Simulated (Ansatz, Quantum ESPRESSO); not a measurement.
# Ge(111), H on both faces, 5 bilayers against a metal electrode: the electrode's level over the Fermi level at a withheld member of a series

Method. Quantum ESPRESSO 7.5, PBE, GBRV ultrasoft. The slab is relaxed neutral, then held. ESM with bc3: vacuum below and a metal electrode about 6 Å above the top atoms. Fermi-Dirac smearing of 0.004 Ry and a dense mesh. Charges are set per cell from the starting area. The slabs take the lattice constants of the bulk relaxed by the same program. The series steps the charge of the slab (positive: electrons removed).

| charge of the slab | electrode's level over the Fermi level (eV) |
| --- | --- |
| 1 ×10¹³ e/cm² | 5.520 |
| 2 ×10¹³ e/cm² | 6.705 |
| 3 ×10¹³ e/cm² | 7.881 |
| 4.5 ×10¹³ e/cm² | 9.633 |
| 7 ×10¹³ e/cm² | 12.524 |
| 8 ×10¹³ e/cm² | 13.676 |

One more run was made and is withheld. What is the electrode's level over the Fermi level at 6 ×10¹³ e/cm²?

**Worked estimate.** The rows at 4.5 ×10¹³ e/cm² and 7 ×10¹³ e/cm² give a slope of (12.524 − (9.633))/(7 − (4.5)) = 1.156, so a straight line gives 11.368 eV. A parabola through these and the row at 3 ×10¹³ e/cm² gives 11.372 eV.

**Check.** 11.371 eV. The line misses by −0.003 and the parabola by +0.001 eV. Both misses are under 5 % of the step from the nearer row.

**Limits.** Vacuum fills the gap; ions don't answer the charge; added electrons can spill towards the electrode at the most negative charges. Members without a usable value, or on the other side of zero field or charge, are not listed.
